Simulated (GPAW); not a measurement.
# Calculated records

```xyz
4
Lattice="3.220 0.000 0.000 -1.610 2.789 0.000 0.000 0.000 16.800" Properties=species:S:1:pos:R:3 subject="P (honeycomb multilayer): G0W0 with GPAW, start to end" method="DFT, LDA, plane waves, PAW (and 1 further level or step)" program="GPAW 26.7.0" settings_of_one_run="cutoff 550 eV, GPAW PAW setups 1.2.1 data release, 9×9×1 k-mesh" cost="5 runs, 2.9 min in all on 12 MPI ranks of Arm Neoverse V2, shared host (the runs of this entry)" notes="Values taken over the cell’s volume include its vacuum. The start is a generated structure, not a measured one. Bands and cutoff are finite, so the gap is not at the basis limit. The miss can reach some tenths of an eV and take either sign; the mesh is an error of its own." lda_gap="1.44 eV, indirect" g0w0_gap_on_the_mesh="2.53 eV" gw_settings="12×12×1 mesh, 113 bands, screening to 48 eV, full frequency, Hilbert transform" known_limits="not at the basis limit"
P     0.000    1.859    6.400
P     1.610    0.930    5.158
P     1.610    0.930   11.642
P     0.000    1.859   10.400
```

[Paths, hosts, dates, memory and timing lines, banners, echoed tables and standing remarks are left out of the program output.]

[Logs are printed without paths, hosts, clocks, repeated set-up lines and the standing remarks that a program may print on its own settings, such as how far it seeks lower states.]

[Runs of the session that timed out or met a known fault of the program may be left out.]

[Hosts, paths, dates, database ids (printed as entryN), source tags and the programs' standing remarks are cut or masked in the printed files.]
